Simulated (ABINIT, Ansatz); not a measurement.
**Ranks, solvers and switches in ABINIT: SrTiO3 (Tausonite)**

Aim: time the self-energy step for SrTiO3 (Tausonite) over ranks and options.

Program: ABINIT 10.8.3. Level of theory: PBE and many-body steps on it, plane waves. Values are calculated unless marked as measured.

## (1) Starting point

It takes space group Pm-3m (No. 221, cubic). The conventional cell has a = 3.905 Å, b = 3.905 Å, c = 3.905 Å, α = 90.00°, β = 90.00°, γ = 90.00°. Nearest to Sr lie 12 O at 2.76 Å. Nearest to Ti lie 6 O at 1.95 Å. Nearest to O lie 2 Ti at 1.95 Å and 4 Sr at 2.76 Å. Farther neighbours, and contacts between anions beyond the nearest, are not listed.

The cell and positions come from the Crystallography Open Database and are kept as given unless a step says otherwise.

## (2) Base

This step: ABINIT 10.8.3; G0W0 on PBE, plane waves, norm-conserving pseudopotentials.

The self-energy is evaluated for the states that the input lists, and the quasiparticle equation is solved.

Contents of run.abi:

```
acell 3*1.0 Angstrom
rprim 
  3.905280000000 0.000000000000 0.000000000000
  0.000000000000 3.905280000000 0.000000000000
  0.000000000000 0.000000000000 3.905280000000
ntypat 3
znucl 38 22 8
natom 5
typat 1 2 3 3 3
xred 
  0.500000000000 0.500000000000 0.500000000000
  0.000000000000 0.000000000000 0.000000000000
  0.500000000000 0.000000000000 0.000000000000
  0.000000000000 0.500000000000 0.000000000000
  0.000000000000 0.000000000000 0.500000000000
pp_dirpath "pseudos"
pseudos "Sr.upf, Ti.upf, O.upf"
ecut 38
ngkpt 4 4 4
nshiftk 1
shiftk 0 0 0
kptopt 1
chksymbreak 0
istwfk *1
occopt 1
irdwfk 1
optdriver 4
nband 197
gwcalctyp 0
ecutsigx 38
symsigma 1
nkptgw 2
kptgw 
  0.5000000000 0.5000000000 0.5000000000
  0.0000000000 0.0000000000 0.0000000000
bdgw 
  18 23
  18 23
ecuteps 7
irdscr 1
ppmodel 1
indata_prefix "in"
outdata_prefix "out"
tmpdata_prefix "tmp"
```

On the command line:

```console
OMP_NUM_THREADS=1 mpirun -n 56 abinit run.abi > log
```

Log:

```text
.Version 10.8.3 of ABINIT. v10.8.2 released Aug 2026.

 Symmetries : space group Pm -3 m (#221); Bravais cP (primitive cubic)
[... echo of the input left out ...]
== DATASET  1 ==================================================================
-   mpi_nproc: 56, omp_nthreads: 1 (-1 if OMP is not activated)

--- !DatasetInfo
iteration_state: {dtset: 1, }
dimensions: {natom: 5, nkpt: 10, mband: 197, nsppol: 1, nspinor: 1, nspden: 1, mpw: 4632, }
cutoff_energies: {ecut:  38.0, pawecutdg:  -1.0, }
electrons: {nelect:   4.00000000E+01, charge:   0.00000000E+00, occopt:   1.00000000E+00, tsmear:   1.00000000E-02, }

 SIGMA: Calculation of the GW corrections

 Based on a program developped by R.W. Godby, V. Olevano, G. Onida, and L. Reining.
 Incorporated in ABINIT by V. Olevano, G.-M. Rignanese, and M. Torrent.
.Using double precision arithmetic ; gwpc =  8

[... cell and pseudopotentials left out ...]
--------------------------------------------------------------------------------

 ==== K-mesh for the wavefunctions ====
 Number of points in the irreducible wedge :    10
[... list of points left out ...]
 Together with 48 symmetry operations and time-reversal symmetry
 yields    64 points in the full Brillouin Zone.

 ==== Q-mesh for screening function ====
 Number of points in the irreducible wedge :    10
[... list of points left out ...]
 Together with 48 symmetry operations and time-reversal symmetry
 yields    64 points in the full Brillouin Zone.

 vcoul_init : cutoff-mode = AUXILIARY_FUNCTION
 q-points for optical limit:   1
     1)      0.000010    0.000020    0.000030
 setmesh: FFT mesh size selected  =    45x   45x   45
          total number of points  =        91125

 Number of electrons calculated from density =   40.0000; Expected =   40.0000
 average of density, n =  0.099519
 r_s =    1.3387
 omega_plasma =   30.4305 [eV]

 === KS Band Gaps ===
  >>>> For spin  1
   Minimum direct gap =   2.2628 [eV], located at k-point      :   0.0000  0.0000  0.0000
   Fundamental gap    =   1.9077 [eV], Top of valence bands at :   0.5000  0.5000  0.5000
                                       Bottom of conduction at :   0.0000  0.0000  0.0000
 SIGMA fundamental parameters:
 PLASMON POLE MODEL  1
 number of plane-waves for SigmaX                 4457
 number of plane-waves for SigmaC and W            365
 number of plane-waves for wavefunctions          4457
 number of bands                                   197
 number of independent spin polarizations            1
 number of spinorial components                      1
 number of k-points in IBZ                          10
 number of q-points in IBZ                          10
 number of symmetry operations                      48
 number of k-points in BZ                           64
 number of q-points in BZ                           64
 number of frequencies for dSigma/dE                 9
 frequency step for dSigma/dE [eV]                0.25
 number of omega for Sigma on real axis              0
 max omega for Sigma on real axis  [eV]           0.00
 zcut for avoiding poles [eV]                     0.10

 EPSILON^-1 parameters (SCR file):
 dimension of the eps^-1 matrix on file            365
 dimension of the eps^-1 matrix used               365
 number of plane-waves for wavefunctions          4457
 number of bands                                   197
 number of q-points in IBZ                          10
 number of frequencies                               2
 number of real frequencies                          1
 number of imag frequencies                          1

 matrix elements of self-energy operator (all in [eV])

 Perturbative Calculation

--- !SelfEnergy_ee
iteration_state: {dtset: 1, }
kpoint     : [   0.500,    0.500,    0.500, ]
spin       : 1
KS_gap     :    4.517
QP_gap     :    6.363
Delta_QP_KS:    1.846
data: !SigmaeeData |
     Band     E0 <VxcDFT>   SigX SigC(E0)      Z dSigC/dE  Sig(E)    E-E0       E
       18   6.925 -20.195 -25.189   4.746   0.767  -0.305 -20.384  -0.190   6.736
       19   6.925 -20.195 -25.189   4.746   0.767  -0.305 -20.384  -0.190   6.736
       20   6.925 -20.195 -25.189   4.746   0.767  -0.305 -20.384  -0.190   6.736
[...]
--- !SelfEnergy_ee
iteration_state: {dtset: 1, }
kpoint     : [   0.000,    0.000,    0.000, ]
spin       : 1
KS_gap     :    2.263
QP_gap     :    3.853
Delta_QP_KS:    1.590
data: !SigmaeeData |
     Band     E0 <VxcDFT>   SigX SigC(E0)      Z dSigC/dE  Sig(E)    E-E0       E
[...]
22   8.833 -18.883 -11.450  -5.663   0.781  -0.281 -17.500   1.382  10.215
       23   8.833 -18.883 -11.450  -5.663   0.781  -0.281 -17.500   1.382  10.215

== END DATASET(S) ==============================================================
================================================================================

 -outvars: echo values of variables after computation  --------
           etotal      0.0000000000E+00
            nband         197
             nkpt          10
          spgroup         221
 [... the other variables as echoed above ...]

 Calculation completed.
```

Elapsed: 13 s, on 56 MPI ranks of Arm Neoverse N1, host not shared; peak memory 11 GiB.

Read from the output:

- G0W0 gap on the mesh: 3.479 eV
- starting gap on the mesh: 1.908 eV
- k of the valence top: 0.5, 0.5, 0.5
- k of the conduction bottom: 0, 0, 0
- Z at the valence top: 0.767
- Z at the conduction bottom: 0.781
- least direct G0W0 gap on the computed points: 3.852 eV

The gap on the mesh goes from 1.91 eV to 3.48 eV, a correction of +1.57 eV.

## (3) Ranks (16 × 1)

run.abi is that of step 2.

On the command line:

```console
OMP_NUM_THREADS=1 mpirun -n 16 abinit run.abi > log
```

Log:

```text
.Version 10.8.3 of ABINIT. v10.8.2 released Aug 2026.

 Symmetries : space group Pm -3 m (#221); Bravais cP (primitive cubic)
[... echo of the input left out ...]
== DATASET  1 ==================================================================
-   mpi_nproc: 16, omp_nthreads: 1 (-1 if OMP is not activated)

--- !DatasetInfo
iteration_state: {dtset: 1, }
dimensions: {natom: 5, nkpt: 10, mband: 197, nsppol: 1, nspinor: 1, nspden: 1, mpw: 4632, }
cutoff_energies: {ecut:  38.0, pawecutdg:  -1.0, }
[...]
Band     E0 <VxcDFT>   SigX SigC(E0)      Z dSigC/dE  Sig(E)    E-E0       E
[...]
22   8.833 -18.883 -11.450  -5.663   0.781  -0.281 -17.500   1.382  10.215
       23   8.833 -18.883 -11.450  -5.663   0.781  -0.281 -17.500   1.382  10.215

== END DATASET(S) ==============================================================
================================================================================

 -outvars: echo values of variables after computation  --------
           etotal      0.0000000000E+00
            nband         197
             nkpt          10
          spgroup         221
 [... the other variables as echoed above ...]

 Calculation completed.
```

Elapsed: 24 s, on 16 MPI ranks; peak memory 3.9 GiB.

Numbers from this step:

```yaml
g0w0_gap_on_the_mesh: 3.479 eV
starting_gap_on_the_mesh: 1.908 eV
k_of_the_valence_top: 0.5, 0.5, 0.5
k_of_the_conduction_bottom: 0, 0, 0
least_direct_g0w0_gap_on_the_computed_points: 3.852 eV
```

Against G0W0 in ABINIT (4×4×4 mesh, 197 bands, screening to 190.5 eV, Godby-Needs plasmon pole), the gap moves by +0.000 eV.

## (4) Ranks (8 × 1)

run.abi is that of step 3.

On the command line:

```console
OMP_NUM_THREADS=1 mpirun -n 8 abinit run.abi > log
```

Log:

```text
.Version 10.8.3 of ABINIT. v10.8.2 released Aug 2026.

 Symmetries : space group Pm -3 m (#221); Bravais cP (primitive cubic)
[... echo of the input left out ...]
== DATASET  1 ==================================================================
-   mpi_nproc: 8, omp_nthreads: 1 (-1 if OMP is not activated)

--- !DatasetInfo
iteration_state: {dtset: 1, }
dimensions: {natom: 5, nkpt: 10, mband: 197, nsppol: 1, nspinor: 1, nspden: 1, mpw: 4632, }
cutoff_energies: {ecut:  38.0, pawecutdg:  -1.0, }
[...]
Band     E0 <VxcDFT>   SigX SigC(E0)      Z dSigC/dE  Sig(E)    E-E0       E
[...]
22   8.833 -18.883 -11.450  -5.663   0.781  -0.281 -17.500   1.382  10.215
       23   8.833 -18.883 -11.450  -5.663   0.781  -0.281 -17.500   1.382  10.215

== END DATASET(S) ==============================================================
================================================================================

 -outvars: echo values of variables after computation  --------
           etotal      0.0000000000E+00
            nband         197
             nkpt          10
          spgroup         221
 [... the other variables as echoed above ...]

 Calculation completed.
```

Elapsed: 39 s, on 8 MPI ranks; peak memory 2.4 GiB.

Read from the output:

```yaml
g0w0_gap_on_the_mesh: 3.479 eV
starting_gap_on_the_mesh: 1.908 eV
k_of_the_valence_top: 0.5, 0.5, 0.5
k_of_the_conduction_bottom: 0, 0, 0
least_direct_g0w0_gap_on_the_computed_points: 3.852 eV
```

Against G0W0 in ABINIT (4×4×4 mesh, 197 bands, screening to 190.5 eV, Godby-Needs plasmon pole), the gap moves by +0.000 eV.

## (5) Ranks (4 × 1)

run.abi is that of step 4.

On the command line:

```console
OMP_NUM_THREADS=1 mpirun -n 4 abinit run.abi > log
```

Log:

```text
.Version 10.8.3 of ABINIT. v10.8.2 released Aug 2026.

 Symmetries : space group Pm -3 m (#221); Bravais cP (primitive cubic)
[... echo of the input left out ...]
== DATASET  1 ==================================================================
-   mpi_nproc: 4, omp_nthreads: 1 (-1 if OMP is not activated)

--- !DatasetInfo
iteration_state: {dtset: 1, }
dimensions: {natom: 5, nkpt: 10, mband: 197, nsppol: 1, nspinor: 1, nspden: 1, mpw: 4632, }
cutoff_energies: {ecut:  38.0, pawecutdg:  -1.0, }
[...]
Band     E0 <VxcDFT>   SigX SigC(E0)      Z dSigC/dE  Sig(E)    E-E0       E
[...]
22   8.833 -18.883 -11.450  -5.663   0.781  -0.281 -17.500   1.382  10.215
       23   8.833 -18.883 -11.450  -5.663   0.781  -0.281 -17.500   1.382  10.215

== END DATASET(S) ==============================================================
================================================================================

 -outvars: echo values of variables after computation  --------
           etotal      0.0000000000E+00
            nband         197
             nkpt          10
          spgroup         221
 [... the other variables as echoed above ...]

 Calculation completed.
```

Run time: 72 s. Hardware: 4 MPI ranks; peak memory 1.7 GiB; 4.8 min of CPU time.

Numbers from this step:

```yaml
g0w0_gap_on_the_mesh: 3.479 eV
starting_gap_on_the_mesh: 1.908 eV
k_of_the_valence_top: 0.5, 0.5, 0.5
k_of_the_conduction_bottom: 0, 0, 0
least_direct_g0w0_gap_on_the_computed_points: 3.852 eV
```

Against G0W0 in ABINIT (4×4×4 mesh, 197 bands, screening to 190.5 eV, Godby-Needs plasmon pole), the gap moves by +0.000 eV.

## (6) Ranks (2 × 1)

run.abi is that of step 5.

On the command line:

```console
OMP_NUM_THREADS=1 mpirun -n 2 abinit run.abi > log
```

Log:

```text
.Version 10.8.3 of ABINIT. v10.8.2 released Aug 2026.

 Symmetries : space group Pm -3 m (#221); Bravais cP (primitive cubic)
[... echo of the input left out ...]
== DATASET  1 ==================================================================
-   mpi_nproc: 2, omp_nthreads: 1 (-1 if OMP is not activated)

--- !DatasetInfo
iteration_state: {dtset: 1, }
dimensions: {natom: 5, nkpt: 10, mband: 197, nsppol: 1, nspinor: 1, nspden: 1, mpw: 4632, }
cutoff_energies: {ecut:  38.0, pawecutdg:  -1.0, }
[...]
Band     E0 <VxcDFT>   SigX SigC(E0)      Z dSigC/dE  Sig(E)    E-E0       E
[...]
22   8.833 -18.883 -11.450  -5.663   0.781  -0.281 -17.500   1.382  10.215
       23   8.833 -18.883 -11.450  -5.663   0.781  -0.281 -17.500   1.382  10.215

== END DATASET(S) ==============================================================
================================================================================

 -outvars: echo values of variables after computation  --------
           etotal      0.0000000000E+00
            nband         197
             nkpt          10
          spgroup         221
 [... the other variables as echoed above ...]

 Calculation completed.
```

It took 2.3 min on 2 MPI ranks; peak memory 1.3 GiB.

Read from the output:

```
G0W0 gap on the mesh                         : 3.479 eV
starting gap on the mesh                     : 1.908 eV
k of the valence top                         : 0.5, 0.5, 0.5
k of the conduction bottom                   : 0, 0, 0
least direct G0W0 gap on the computed points : 3.852 eV
```

Against G0W0 in ABINIT (4×4×4 mesh, 197 bands, screening to 190.5 eV, Godby-Needs plasmon pole), the gap moves by +0.000 eV.

## (7) Ranks (1 × 1)

run.abi is that of step 6.

On the command line:

```console
OMP_NUM_THREADS=1 abinit run.abi > log
```

Log:

```text
.Version 10.8.3 of ABINIT. v10.8.2 released Aug 2026.

 Symmetries : space group Pm -3 m (#221); Bravais cP (primitive cubic)
[... echo of the input left out ...]
== DATASET  1 ==================================================================
-   mpi_nproc: 1, omp_nthreads: 1 (-1 if OMP is not activated)

--- !DatasetInfo
iteration_state: {dtset: 1, }
dimensions: {natom: 5, nkpt: 10, mband: 197, nsppol: 1, nspinor: 1, nspden: 1, mpw: 4632, }
cutoff_energies: {ecut:  38.0, pawecutdg:  -1.0, }
[...]
Band     E0 <VxcDFT>   SigX SigC(E0)      Z dSigC/dE  Sig(E)    E-E0       E
[...]
22   8.833 -18.883 -11.450  -5.663   0.781  -0.281 -17.500   1.382  10.215
       23   8.833 -18.883 -11.450  -5.663   0.781  -0.281 -17.500   1.382  10.215

== END DATASET(S) ==============================================================
================================================================================

 -outvars: echo values of variables after computation  --------
           etotal      0.0000000000E+00
            nband         197
             nkpt          10
          spgroup         221
 [... the other variables as echoed above ...]

 Calculation completed.
```

Elapsed: 4.4 min, on 1 MPI rank; peak memory 1.1 GiB.

This step gave:

```
G0W0 gap on the mesh                         : 3.479 eV
starting gap on the mesh                     : 1.908 eV
k of the valence top                         : 0.5, 0.5, 0.5
k of the conduction bottom                   : 0, 0, 0
least direct G0W0 gap on the computed points : 3.852 eV
```

Against G0W0 in ABINIT (4×4×4 mesh, 197 bands, screening to 190.5 eV, Godby-Needs plasmon pole), the gap moves by +0.000 eV.

## (8) Threads in place of ranks (14 × 4)

run.abi is that of step 7.

On the command line:

```console
OMP_NUM_THREADS=4 mpirun -n 14 abinit run.abi > log
```

Log:

```text
.Version 10.8.3 of ABINIT. v10.8.2 released Aug 2026.

 Symmetries : space group Pm -3 m (#221); Bravais cP (primitive cubic)
[... echo of the input left out ...]
== DATASET  1 ==================================================================
-   mpi_nproc: 14, omp_nthreads: 4 (-1 if OMP is not activated)

--- !DatasetInfo
iteration_state: {dtset: 1, }
dimensions: {natom: 5, nkpt: 10, mband: 197, nsppol: 1, nspinor: 1, nspden: 1, mpw: 4632, }
cutoff_energies: {ecut:  38.0, pawecutdg:  -1.0, }
[...]
Band     E0 <VxcDFT>   SigX SigC(E0)      Z dSigC/dE  Sig(E)    E-E0       E
[...]
22   8.833 -18.883 -11.450  -5.663   0.781  -0.281 -17.500   1.382  10.215
       23   8.833 -18.883 -11.450  -5.663   0.781  -0.281 -17.500   1.382  10.215

== END DATASET(S) ==============================================================
================================================================================

 -outvars: echo values of variables after computation  --------
           etotal      0.0000000000E+00
            nband         197
             nkpt          10
          spgroup         221
 [... the other variables as echoed above ...]

 Calculation completed.
```

Elapsed: 14 s, on 14 MPI ranks; peak memory 3.6 GiB; 6 min of CPU time.

Numbers from this step:

```
G0W0 gap on the mesh                         : 3.479 eV
starting gap on the mesh                     : 1.908 eV
k of the valence top                         : 0.5, 0.5, 0.5
k of the conduction bottom                   : 0, 0, 0
least direct G0W0 gap on the computed points : 3.852 eV
```

Against G0W0 in ABINIT (4×4×4 mesh, 197 bands, screening to 190.5 eV, Godby-Needs plasmon pole), the gap moves by +0.000 eV.

## (9) No symmetry

Edit run.abi of step 8 so:

```diff
@@ -30,3 +30,3 @@
 ecutsigx 38
-symsigma 1
+symsigma 0
 nkptgw 2
```

On the command line:

```console
OMP_NUM_THREADS=1 mpirun -n 56 abinit run.abi > log
```

Log:

```text
.Version 10.8.3 of ABINIT. v10.8.2 released Aug 2026.

 Symmetries : space group Pm -3 m (#221); Bravais cP (primitive cubic)
[... echo of the input left out ...]
== DATASET  1 ==================================================================
-   mpi_nproc: 56, omp_nthreads: 1 (-1 if OMP is not activated)

--- !DatasetInfo
iteration_state: {dtset: 1, }
dimensions: {natom: 5, nkpt: 10, mband: 197, nsppol: 1, nspinor: 1, nspden: 1, mpw: 4632, }
cutoff_energies: {ecut:  38.0, pawecutdg:  -1.0, }
[...]
Band     E0 <VxcDFT>   SigX SigC(E0)      Z dSigC/dE  Sig(E)    E-E0       E
[...]
22   8.833 -18.883 -11.450  -5.663   0.781  -0.281 -17.501   1.382  10.215
       23   8.833 -18.883 -11.450  -5.662   0.781  -0.281 -17.500   1.383  10.215

== END DATASET(S) ==============================================================
================================================================================

 -outvars: echo values of variables after computation  --------
           etotal      0.0000000000E+00
            nband         197
             nkpt          10
          spgroup         221
 [... the other variables as echoed above ...]

 Calculation completed.
```

The job ended after 46 s (56 MPI ranks; peak memory 12 GiB).

This step gave:

```
G0W0 gap on the mesh                         : 3.479 eV
starting gap on the mesh                     : 1.908 eV
k of the valence top                         : 0.5, 0.5, 0.5
k of the conduction bottom                   : 0, 0, 0
least direct G0W0 gap on the computed points : 3.852 eV
```

Against G0W0 in ABINIT (4×4×4 mesh, 197 bands, screening to 190.5 eV, Godby-Needs plasmon pole), the gap moves by +0.000 eV.

[end of part 1 of 2]

[Long decimals in the printed logs are rounded to 6 places.]

[Logs are printed without paths, hosts, clocks, repeated set-up lines and the standing remarks that a program may print on its own settings, such as how far it seeks lower states.]

[Paths, hosts, dates, memory and timing lines, banners, echoed tables and standing remarks are left out of the program output; an Ansatz launch command may be rebuilt from the run's recorded settings. Measured values are a selection of at most five: reports struck by readers or far from the other reports are left out. None is set beside runs whose start may be inverted or whose files or cutoffs have a known fault.]

[Runs of the session that timed out or met a known fault of the program may be left out.]

[Hosts, paths, dates, database ids (printed as entryN), source tags and the programs' standing remarks are cut or masked in the printed files.]

[G0W0 gaps are taken among the corrected bands and points alone; a level outside them can change the order at an edge.]

[Where Ansatz stands beside ABINIT at settings called matched, ABINIT's density can come from a denser mesh and the files from another edition; pairs whose starting gaps differed by over 0.03 eV were left out, so agreement reads better than it is.]
